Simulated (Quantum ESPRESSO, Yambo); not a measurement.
# A GW chain in Yambo: LuBi2O4Cl (P4/mmm), part 2 of 3

How does a plane-wave GW calculation on LuBi2O4Cl (P4/mmm) run from the first input to the gap?

Quantum ESPRESSO 7.5 and Yambo 5.3.0; PBEsol and many-body steps on it, plane waves. Known limits of the many-body steps: not at the basis limit; no spin-orbit coupling; coarse k mesh.

So far. Step 2 (Ground state): The gap is indirect, with the least direct gap 0.39 eV higher.

## (3) Bands along the symmetry lines

Level of this step: DFT, PBEsol, plane waves, norm-conserving pseudopotentials (Quantum ESPRESSO).

Levels along a band path, at the cheap level, show where the edges lie and whether the meshes to come will hold them.

The input, pw.in:

```
&control
  calculation = 'bands'
  prefix = 'x'
  outdir = 'o'
  pseudo_dir = 'pseudo'
/
&system
  ibrav = 0
  nat = 8
  ntyp = 4
  ecutwfc = 92.0
  nbnd = 57
  force_symmorphic = .true.
/
&electrons
  conv_thr = 1e-9
  electron_maxstep = 80
  diago_full_acc = .true.
  diago_thr_init = 5e-6
/
ATOMIC_SPECIES
  Lu 174.97 Lu.upf
  Bi 208.98 Bi.upf
  Cl 35.45 Cl.upf
  O 15.999 O.upf
CELL_PARAMETERS angstrom
  3.8232000000 0.0000000000 0.0000000000
  0.0000000000 3.8232000000 0.0000000000
  0.0000000000 0.0000000000 8.8560000000
ATOMIC_POSITIONS crystal
  Lu 0.0000000000 0.0000000000 0.0000000000
  Bi 0.5000000000 0.5000000000 0.7193000000
  Bi 0.5000000000 0.5000000000 0.2807000000
  Cl 0.0000000000 0.0000000000 0.5000000000
  O 0.5000000000 0.0000000000 0.8480000000
  O 0.0000000000 0.5000000000 0.8480000000
  O 0.5000000000 0.0000000000 0.1520000000
  O 0.0000000000 0.5000000000 0.1520000000
K_POINTS crystal
  75
  0.00000000 0.00000000 0.00000000 1
  0.00000000 0.06250000 0.00000000 1
  0.00000000 0.12500000 0.00000000 1
  0.00000000 0.18750000 0.00000000 1
  0.00000000 0.25000000 0.00000000 1
  0.00000000 0.31250000 0.00000000 1
  0.00000000 0.37500000 0.00000000 1
  0.00000000 0.43750000 0.00000000 1
  0.00000000 0.50000000 0.00000000 1
  0.06250000 0.50000000 0.00000000 1
  0.12500000 0.50000000 0.00000000 1
  0.18750000 0.50000000 0.00000000 1
  0.25000000 0.50000000 0.00000000 1
  0.31250000 0.50000000 0.00000000 1
  0.37500000 0.50000000 0.00000000 1
  0.43750000 0.50000000 0.00000000 1
  0.50000000 0.50000000 0.00000000 1
  0.43750000 0.43750000 0.00000000 1
  0.37500000 0.37500000 0.00000000 1
  0.31250000 0.31250000 0.00000000 1
  0.25000000 0.25000000 0.00000000 1
  0.18750000 0.18750000 0.00000000 1
  0.12500000 0.12500000 0.00000000 1
  0.06250000 0.06250000 0.00000000 1
  0.00000000 0.00000000 0.00000000 1
  0.00000000 0.00000000 0.06250000 1
  0.00000000 0.00000000 0.12500000 1
  0.00000000 0.00000000 0.18750000 1
  0.00000000 0.00000000 0.25000000 1
  0.00000000 0.00000000 0.31250000 1
  0.00000000 0.00000000 0.37500000 1
  0.00000000 0.00000000 0.43750000 1
  0.00000000 0.00000000 0.50000000 1
  0.00000000 0.06250000 0.50000000 1
  0.00000000 0.12500000 0.50000000 1
  0.00000000 0.18750000 0.50000000 1
  0.00000000 0.25000000 0.50000000 1
  0.00000000 0.31250000 0.50000000 1
  0.00000000 0.37500000 0.50000000 1
  0.00000000 0.43750000 0.50000000 1
  0.00000000 0.50000000 0.50000000 1
  0.06250000 0.50000000 0.50000000 1
  0.12500000 0.50000000 0.50000000 1
  0.18750000 0.50000000 0.50000000 1
  0.25000000 0.50000000 0.50000000 1
  0.31250000 0.50000000 0.50000000 1
  0.37500000 0.50000000 0.50000000 1
  0.43750000 0.50000000 0.50000000 1
  0.50000000 0.50000000 0.50000000 1
  0.43750000 0.43750000 0.50000000 1
  0.37500000 0.37500000 0.50000000 1
  0.31250000 0.31250000 0.50000000 1
  0.25000000 0.25000000 0.50000000 1
  0.18750000 0.18750000 0.50000000 1
  0.12500000 0.12500000 0.50000000 1
  0.06250000 0.06250000 0.50000000 1
  0.00000000 0.00000000 0.50000000 1
  0.00000000 0.50000000 0.00000000 1
  0.00000000 0.50000000 0.06250000 1
  0.00000000 0.50000000 0.12500000 1
  0.00000000 0.50000000 0.18750000 1
  0.00000000 0.50000000 0.25000000 1
  0.00000000 0.50000000 0.31250000 1
  0.00000000 0.50000000 0.37500000 1
  0.00000000 0.50000000 0.43750000 1
  0.00000000 0.50000000 0.50000000 1
  0.50000000 0.50000000 0.00000000 1
  0.50000000 0.50000000 0.06250000 1
  0.50000000 0.50000000 0.12500000 1
  0.50000000 0.50000000 0.18750000 1
  0.50000000 0.50000000 0.25000000 1
  0.50000000 0.50000000 0.31250000 1
  0.50000000 0.50000000 0.37500000 1
  0.50000000 0.50000000 0.43750000 1
  0.50000000 0.50000000 0.50000000 1
```

Run with:

```bash
$ OMP_NUM_THREADS=1 mpirun -n 8 pw.x -nk 8 -in pw.in > pw.out
```

Log:

```text
[banner, memory and clock lines left out]
Program PWSCF v.7.5 starts

     Atomic positions and unit cell read from directory:
     o/x.save/

     Message from routine setup:
     using ibrav=0 with symmetry is DISCOURAGED, use correct ibrav instead

     G-vector sticks info

     bravais-lattice index     =            0
     lattice parameter (alat)  =       7.2248  a.u.
     unit-cell volume          =     873.5510 (a.u.)^3
     number of atoms/cell      =            8
     number of atomic types    =            4
     number of electrons       =       102.00
     number of Kohn-Sham states=           57
     kinetic-energy cutoff     =      92.0000  Ry
     charge density cutoff     =     368.0000  Ry
     Exchange-correlation= PBESOL
                           (   1   4  10   8   0   0   0)

     celldm(1)=   7.224801  celldm(2)=   0.000000  celldm(3)=   0.000000
     celldm(4)=   0.000000  celldm(5)=   0.000000  celldm(6)=   0.000000

     crystal axes: (cart. coord. in units of alat)
               a(1) = (   1.000000   0.000000   0.000000 )
               a(2) = (   0.000000   1.000000   0.000000 )
               a(3) = (   0.000000   0.000000   2.316384 )

     reciprocal axes: (cart. coord. in units 2 pi/alat)
               b(1) = (  1.000000  0.000000  0.000000 )
               b(2) = (  0.000000  1.000000  0.000000 )
               b(3) = (  0.000000  0.000000  0.431707 )
     Pseudo is Norm-conserving + core correction, Zval = 25.0
     Generated using ONCVPSP code by D. R. Hamann
     Using radial grid of 2008 points,  8 beta functions with:
     Pseudo is Norm-conserving + core correction, Zval = 23.0
     Generated using ONCVPSP code by D. R. Hamann
     Using radial grid of 1472 points,  6 beta functions with:
     Pseudo is Norm-conserving + core correction, Zval =  7.0
     Generated using ONCVPSP code by D. R. Hamann
     Using radial grid of 1028 points,  6 beta functions with:
     Pseudo is Norm-conserving + core correction, Zval =  6.0
     Generated using ONCVPSP code by D. R. Hamann
     Using radial grid of  936 points,  5 beta functions with:
     Lu               25.00   174.97000     Lu( 1.00)
     Bi               23.00   208.98000     Bi( 1.00)
     Cl                7.00    35.45000     Cl( 1.00)
     O                 6.00    15.99900     O ( 1.00)

     16 Sym. Ops., with inversion, found

   Cartesian axes

     site n.     atom                  positions (alat units)
         1        Lu     tau(   1) = (   0.0000000   0.0000000   0.0000000  )
         2        Bi     tau(   2) = (   0.5000000   0.5000000   1.6661751  )
         3        Bi     tau(   3) = (   0.5000000   0.5000000   0.6502090  )
         4        Cl     tau(   4) = (   0.0000000   0.0000000   1.1581921  )
         5        O      tau(   5) = (   0.5000000   0.0000000   1.9642938  )
         6        O      tau(   6) = (   0.0000000   0.5000000   1.9642938  )
         7        O      tau(   7) = (   0.5000000   0.0000000   0.3520904  )
         8        O      tau(   8) = (   0.0000000   0.5000000   0.3520904  )

     number of k points=    75
                       cart. coord. in units 2pi/alat
        k(    1) = (   0.0000000   0.0000000   0.0000000), wk =   0.0266667
        k(    2) = (   0.0000000   0.0625000   0.0000000), wk =   0.0266667
        k(    3) = (   0.0000000   0.1250000   0.0000000), wk =   0.0266667
[...]
[... 63 further rows ...]
        k(   74) = (   0.5000000   0.5000000   0.1888720), wk =   0.0266667
        k(   75) = (   0.5000000   0.5000000   0.2158537), wk =   0.0266667

     Dense  grid:   104163 G-vectors     FFT dimensions: (  45,  45, 108)

     The potential is recalculated from file :
     o/x.save/charge-density

     Starting wfcs are   63 randomized atomic wfcs

     Band Structure Calculation

     End of band structure calculation

          k = 0.0000 0.0000 0.0000 ( 12987 PWs)   bands (ev):

  -141.4544-141.4544 -79.4995 -79.4994 -79.4810 -79.4810 -79.4810 -79.4810
   -42.5362 -13.4111 -13.2371 -13.2371 -11.0374 -11.0322 -10.8410 -10.8281
   -10.8281 -10.8233 -10.8233 -10.8168 -10.7489 -10.7483  -7.2263  -6.5318
    -4.8481  -4.4747  -3.1621   2.4723   2.7197   6.6342   6.6342   6.8323
[...]
17.1946

          k = 0.0000 0.0625 0.0000 ( 13000 PWs)   bands (ev):

  -141.4544-141.4544 -79.4995 -79.4994 -79.4810 -79.4810 -79.4810 -79.4810
[...]
16.9036

          k = 0.0000 0.1250 0.0000 ( 12988 PWs)   bands (ev):

  -141.4544-141.4544 -79.4995 -79.4994 -79.4810 -79.4810 -79.4810 -79.4809
[...]
16.8331

[...]
k = 0.5000 0.5000 0.1889 ( 13060 PWs)   bands (ev):

  -141.4544-141.4544 -79.4995 -79.4994 -79.4811 -79.4811 -79.4811 -79.4811
[...]
16.4746

          k = 0.5000 0.5000 0.2159 ( 13080 PWs)   bands (ev):

  -141.4544-141.4544 -79.4995 -79.4994 -79.4811 -79.4811 -79.4811 -79.4811
[...]
8.9219   8.9518   9.0112   9.0112   9.0477   9.1132   9.1132  10.1911
    10.2237  10.3721  11.2273  14.6542  14.6542  16.1608  16.1608  16.1921
    16.2861

     XML data file, pseudopotentials, collected wavefunctions
```

It took 41 s on 8 MPI ranks of Arm Neoverse V1, shared host; peak memory 1.3 GiB.

This step gave:

```yaml
gap: 1.125 eV
k_of_the_valence_top: 0.5, 0.5, 0
k_of_the_conduction_bottom: 0, 0, 0
least_direct_gap: 1.513 eV
```

The gap is 1.125 eV, as in the run before at this level.

The electronic bands at the labelled points (eV, zero at the top of the highest filled band):

```tsv
point	band 48	band 49	band 50	band 51	band 52	band 53	band 54	band 55
Γ	-0.81	-0.80	-0.80	-0.39	1.13	3.86	5.30	5.30
halfway	-1.16	-1.16	-1.10	-0.37	2.95	3.90	4.22	5.33
X	-1.45	-1.34	-0.60	-0.59	2.78	4.68	4.84	5.38
halfway	-1.60	-1.16	-1.13	-0.79	3.79	4.04	4.52	4.66
M	-1.04	-1.00	-0.86	0.00	3.67	3.67	3.71	4.79
halfway	-1.24	-0.85	-0.73	-0.68	3.03	4.07	4.71	4.91
Γ	-0.81	-0.80	-0.80	-0.39	1.13	3.86	5.30	5.30
halfway	-0.81	-0.80	-0.80	-0.59	1.39	3.57	5.32	5.32
Z	-0.81	-0.80	-0.80	-0.79	1.67	3.25	5.35	5.35
halfway	-1.16	-1.07	-1.02	-0.48	3.35	3.43	4.43	5.39
R	-1.49	-1.48	-1.13	-0.29	3.55	4.52	4.88	5.30
halfway	-1.62	-1.34	-1.15	-0.82	3.90	3.97	4.28	4.32
A	-1.04	-1.00	-0.86	0.00	3.43	3.43	4.93	4.93
halfway	-1.66	-0.86	-0.75	-0.66	3.61	4.02	4.22	4.45
Z	-0.81	-0.80	-0.80	-0.79	1.67	3.25	5.35	5.35
jump to X	-1.45	-1.34	-0.60	-0.59	2.78	4.68	4.84	5.38
halfway	-1.47	-1.47	-0.92	-0.36	3.09	4.77	4.99	5.01
R	-1.49	-1.48	-1.13	-0.29	3.55	4.52	4.88	5.30
jump to M	-1.04	-1.00	-0.86	0.00	3.67	3.67	3.71	4.79
halfway	-1.04	-1.00	-0.86	0.00	3.54	3.54	4.12	4.87
A	-1.04	-1.00	-0.86	0.00	3.43	3.43	4.93	4.93
```

## (4) Empty states on the mesh, 4×4×1 mesh, 590 bands

The sums over transitions need many empty states on a uniform mesh; this step solves for them.

The input, pw.in:

```
&control
  calculation = 'nscf'
  prefix = 'x'
  outdir = 'o'
  pseudo_dir = 'pseudo'
/
&system
  ibrav = 0
  nat = 8
  ntyp = 4
  ecutwfc = 92.0
  nbnd = 590
  force_symmorphic = .true.
/
&electrons
  conv_thr = 1e-9
  electron_maxstep = 80
  diago_full_acc = .true.
  diago_thr_init = 5e-6
/
ATOMIC_SPECIES
  Lu 174.97 Lu.upf
  Bi 208.98 Bi.upf
  Cl 35.45 Cl.upf
  O 15.999 O.upf
CELL_PARAMETERS angstrom
  3.8232000000 0.0000000000 0.0000000000
  0.0000000000 3.8232000000 0.0000000000
  0.0000000000 0.0000000000 8.8560000000
ATOMIC_POSITIONS crystal
  Lu 0.0000000000 0.0000000000 0.0000000000
  Bi 0.5000000000 0.5000000000 0.7193000000
  Bi 0.5000000000 0.5000000000 0.2807000000
  Cl 0.0000000000 0.0000000000 0.5000000000
  O 0.5000000000 0.0000000000 0.8480000000
  O 0.0000000000 0.5000000000 0.8480000000
  O 0.5000000000 0.0000000000 0.1520000000
  O 0.0000000000 0.5000000000 0.1520000000
K_POINTS automatic
  4 4 1 0 0 0
```

Run with:

```bash
$ OMP_NUM_THREADS=1 mpirun -n 8 pw.x -nk 4 -in pw.in > pw.out
```

Log:

```text
[banner, memory and clock lines left out]
Program PWSCF v.7.5 starts

     Atomic positions and unit cell read from directory:
     o/x.save/

     Message from routine setup:
     using ibrav=0 with symmetry is DISCOURAGED, use correct ibrav instead

     bravais-lattice index     =            0
     lattice parameter (alat)  =       7.2248  a.u.
     unit-cell volume          =     873.5510 (a.u.)^3
     number of atoms/cell      =            8
     number of atomic types    =            4
     number of electrons       =       102.00
     number of Kohn-Sham states=          590
     kinetic-energy cutoff     =      92.0000  Ry
     charge density cutoff     =     368.0000  Ry
     Exchange-correlation= PBESOL
                           (   1   4  10   8   0   0   0)

     celldm(1)=   7.224801  celldm(2)=   0.000000  celldm(3)=   0.000000
     celldm(4)=   0.000000  celldm(5)=   0.000000  celldm(6)=   0.000000

     crystal axes: (cart. coord. in units of alat)
               a(1) = (   1.000000   0.000000   0.000000 )
               a(2) = (   0.000000   1.000000   0.000000 )
               a(3) = (   0.000000   0.000000   2.316384 )

     reciprocal axes: (cart. coord. in units 2 pi/alat)
               b(1) = (  1.000000  0.000000  0.000000 )
               b(2) = (  0.000000  1.000000  0.000000 )
               b(3) = (  0.000000  0.000000  0.431707 )
     Pseudo is Norm-conserving + core correction, Zval = 25.0
     Generated using ONCVPSP code by D. R. Hamann
     Using radial grid of 2008 points,  8 beta functions with:
     Pseudo is Norm-conserving + core correction, Zval = 23.0
     Generated using ONCVPSP code by D. R. Hamann
     Using radial grid of 1472 points,  6 beta functions with:
     Pseudo is Norm-conserving + core correction, Zval =  7.0
     Generated using ONCVPSP code by D. R. Hamann
     Using radial grid of 1028 points,  6 beta functions with:
     Pseudo is Norm-conserving + core correction, Zval =  6.0
     Generated using ONCVPSP code by D. R. Hamann
     Using radial grid of  936 points,  5 beta functions with:
     Lu               25.00   174.97000     Lu( 1.00)
     Bi               23.00   208.98000     Bi( 1.00)
     Cl                7.00    35.45000     Cl( 1.00)
     O                 6.00    15.99900     O ( 1.00)

     16 Sym. Ops., with inversion, found

   Cartesian axes

     site n.     atom                  positions (alat units)
         1        Lu     tau(   1) = (   0.0000000   0.0000000   0.0000000  )
         2        Bi     tau(   2) = (   0.5000000   0.5000000   1.6661751  )
         3        Bi     tau(   3) = (   0.5000000   0.5000000   0.6502090  )
         4        Cl     tau(   4) = (   0.0000000   0.0000000   1.1581921  )
         5        O      tau(   5) = (   0.5000000   0.0000000   1.9642938  )
         6        O      tau(   6) = (   0.0000000   0.5000000   1.9642938  )
         7        O      tau(   7) = (   0.5000000   0.0000000   0.3520904  )
         8        O      tau(   8) = (   0.0000000   0.5000000   0.3520904  )

     number of k points=     6
                       cart. coord. in units 2pi/alat
        k(    1) = (   0.0000000   0.0000000   0.0000000), wk =   0.1250000
        k(    2) = (   0.0000000   0.2500000   0.0000000), wk =   0.5000000
        k(    3) = (   0.0000000  -0.5000000   0.0000000), wk =   0.2500000
        k(    4) = (   0.2500000   0.2500000   0.0000000), wk =   0.5000000
        k(    5) = (   0.2500000  -0.5000000   0.0000000), wk =   0.5000000
        k(    6) = (  -0.5000000  -0.5000000   0.0000000), wk =   0.1250000

     Dense  grid:   104163 G-vectors     FFT dimensions: (  45,  45, 108)

     The potential is recalculated from file :
     o/x.save/charge-density

     Starting wfcs are   63 randomized atomic wfcs +  527 random wfcs

     Band Structure Calculation

     End of band structure calculation

          k = 0.0000 0.0000 0.0000 ( 12987 PWs)   bands (ev):

  -141.4544-141.4544 -79.4995 -79.4995 -79.4810 -79.4810 -79.4810 -79.4810
   -42.5362 -13.4111 -13.2371 -13.2371 -11.0374 -11.0322 -10.8410 -10.8281
   -10.8281 -10.8233 -10.8233 -10.8168 -10.7489 -10.7483  -7.2263  -6.5318
    -4.8482  -4.4748  -3.1621   2.4723   2.7197   6.6342   6.6342   6.8323
[...]
[... 62 further rows ...]
[...]
149.0546 149.0546 149.1491 149.3708 149.7385 149.8751

          k = 0.0000 0.2500 0.0000 ( 12982 PWs)   bands (ev):

  -141.4544-141.4544 -79.4995 -79.4994 -79.4810 -79.4810 -79.4809 -79.4809
[...]
[... 62 further rows ...]
[...]
149.5042 149.6926 149.7957 149.8725 150.5683 151.1243

          k = 0.0000-0.5000 0.0000 ( 13050 PWs)   bands (ev):

  -141.4544-141.4544 -79.4995 -79.4994 -79.4811 -79.4811 -79.4809 -79.4809
[...]
25.3704  26.3567  26.9738  27.0985  28.2118  28.4167  28.6416  28.8783
     [... 62 further rows ...]
   147.6990 148.1485 148.3404 148.6194 148.9764 149.1284 149.2685 149.3688
   149.4385 149.7212 150.3838 150.6067 150.9410 150.9887

          k = 0.2500 0.2500 0.0000 ( 13004 PWs)   bands (ev):

     [... further k-points ...]

     highest occupied, lowest unoccupied level (ev):    11.2274   12.3526

     XML data file, pseudopotentials, collected wavefunctions
```

Elapsed: 3.2 min, on 8 MPI ranks; peak memory 3.4 GiB.

Numbers from this step:

```yaml
gap: 1.125 eV
k_of_the_valence_top: -0.5, -0.5, 0
k_of_the_conduction_bottom: 0, 0, 0
least_direct_gap: 1.513 eV
k_points_computed: 6
lowest_point_of_the_top_converged_band_above_the_valence_top: 138.1076 eV
```

On this mesh the gap is 1.125 eV.

(Part 2 of 3 ends here.)

[Paths, hosts, dates, memory and timing lines, banners, echoed tables and standing remarks are left out of the program output.]

[Logs are printed without paths, hosts, clocks, repeated set-up lines and the standing remarks that a program may print on its own settings, such as how far it seeks lower states.]

[Runs of the session that timed out or met a known fault of the program may be left out.]

[Hosts, paths, dates, database ids (printed as entryN), source tags and the programs' standing remarks are cut or masked in the printed files.]
